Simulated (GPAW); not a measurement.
Consider zinc-blende (ZnS)1-x(CdS)x, x = 0.25.

```xyz
16
Lattice="0.0000 5.5125 5.5125 5.5125 0.0000 5.5125 5.5125 5.5125 0.0000" Properties=species:S:1:pos:R:3 pbc="T T T"
Cd    5.5153    5.5100    0.0055
S     1.3820    1.5193    1.3938
Zn    8.2604    8.2596   11.0161
S     4.0671    4.0620    1.4274
Cd    8.2823   11.0044    8.2716
S     4.1407    1.5241    4.1288
Zn    5.5157    8.2708    8.2471
S     6.8251    4.0599    4.1893
Zn    0.0057    2.7686    2.7702
S     1.4500    4.0783    4.0737
Zn    2.7680    5.5106    2.7479
S     4.1376    6.8931    4.1314
Zn    2.7577    2.7600    5.5108
S     4.2093    4.0636    6.8231
Zn    5.5167    5.5088    5.5035
S     6.8972    6.8913    6.8812
```

Absorber: atom 4, with 3 Zn at 2.35 Å and 1 Cd at 2.49 Å (distorted tetrahedral). Method: GPAW, LDA, excited-electron core hole (neutral cell), 16-atom cell with 7.8 Å between holes, 4×4×4 k points, dipole transitions, Gaussian full width 0.9 eV up to 4 eV, rising linearly to 3.5 eV at 25 eV.

**Question.** Where do the maxima of the S K edge fall?

Main maxima up to 24 eV above the zero (height): 2.8 eV (1.89), 4.1 eV (1.70), 6.3 eV (1.78) and 14.8 eV (1.17). A K edge sees empty p states on the absorber. The total-energy difference is 2474.97 eV. One term is added: -16.82 eV, since the hole is spin-paired here and a spin-polarised one costs that much less in the free atom (computed apart). The photon energy is then 2458.15 eV. The functional leaves an error in such absolute values: in the free atom LDA prices this hole 9.1 eV below PBE (computed apart), and PBE is itself good to a few eV.

The S K spectrum (energy from the bottom of the conduction band, which holds the excited electron; intensity scaled to a mean of 1 over the first 20 eV):

| E (eV) | isotropic | ε ∥ x | ε ∥ y |
| --- | --- | --- | --- |
| -2.00 | 0.00 | 0.00 | 0.00 |
| -1.25 | 0.00 | 0.00 | 0.00 |
| -0.50 | 0.00 | 0.00 | 0.00 |
| 0.25 | 0.04 | 0.04 | 0.04 |
| 1.00 | 0.29 | 0.30 | 0.29 |
| 1.75 | 1.07 | 1.10 | 1.04 |
| 2.50 | 1.83 | 1.82 | 1.87 |
| 3.25 | 1.76 | 1.74 | 1.79 |
| 4.00 | 1.69 | 1.68 | 1.72 |
| 4.75 | 1.24 | 1.24 | 1.24 |
| 5.50 | 1.34 | 1.35 | 1.30 |
| 6.25 | 1.78 | 1.78 | 1.76 |
| 7.00 | 1.45 | 1.44 | 1.44 |
| 7.75 | 1.05 | 1.05 | 1.05 |
| 8.50 | 0.95 | 0.95 | 0.95 |
| 9.25 | 0.86 | 0.86 | 0.85 |
| 10.00 | 0.60 | 0.60 | 0.60 |
| 10.75 | 0.46 | 0.46 | 0.45 |
| 11.50 | 0.53 | 0.54 | 0.53 |
| 12.25 | 0.69 | 0.69 | 0.69 |
| 13.00 | 0.89 | 0.89 | 0.89 |
| 13.75 | 1.07 | 1.07 | 1.08 |
| 14.50 | 1.16 | 1.16 | 1.18 |
| 15.25 | 1.16 | 1.15 | 1.17 |
| 16.00 | 1.06 | 1.06 | 1.07 |
| 16.75 | 0.92 | 0.92 | 0.92 |
| 17.50 | 0.80 | 0.80 | 0.79 |
| 18.25 | 0.71 | 0.71 | 0.70 |
| 19.00 | 0.66 | 0.66 | 0.66 |
| 19.75 | 0.66 | 0.66 | 0.65 |
| 20.50 | 0.68 | 0.69 | 0.67 |
| 21.25 | 0.72 | 0.72 | 0.72 |
| 22.00 | 0.75 | 0.74 | 0.75 |
| 22.75 | 0.76 | 0.75 | 0.77 |
| 23.50 | 0.76 | 0.75 | 0.78 |
| 24.25 | 0.80 | 0.79 | 0.82 |
| 25.00 | 0.88 | 0.88 | 0.89 |
| 25.75 | 1.00 | 1.00 | 1.00 |
| 26.50 | 1.10 | 1.11 | 1.09 |
| 27.25 | 1.15 | 1.16 | 1.14 |
| 28.00 | 1.12 | 1.13 | 1.11 |

The mesh is coarse (0.25 Å⁻¹ between points), so small maxima may be mesh ripples. Lifetime broadening is put in by hand, and intensities beyond about 20 eV depend on it and on the partial waves; weight that the partial waves miss at high energy is lost.

[Banner, clock and machine lines of the logs are left out without a mark of their own.]

[Logs are printed without paths, hosts, clocks, repeated set-up lines and the standing remarks that a program may print on its own settings, such as how far it seeks lower states.]

[Hosts, paths, dates, database ids (printed as entryN), source tags and the programs' standing remarks are cut or masked in the printed files.]

[Lists of maxima count a maximum above −3 eV only where it reaches 4 % of the highest in the window and stands out from its surroundings by 2 % of it (1.5 % where it reaches 55 %); shoulders and weaker maxima are passed over, and of the rest the first, up to two pre-edge ones and the few strongest are named.]
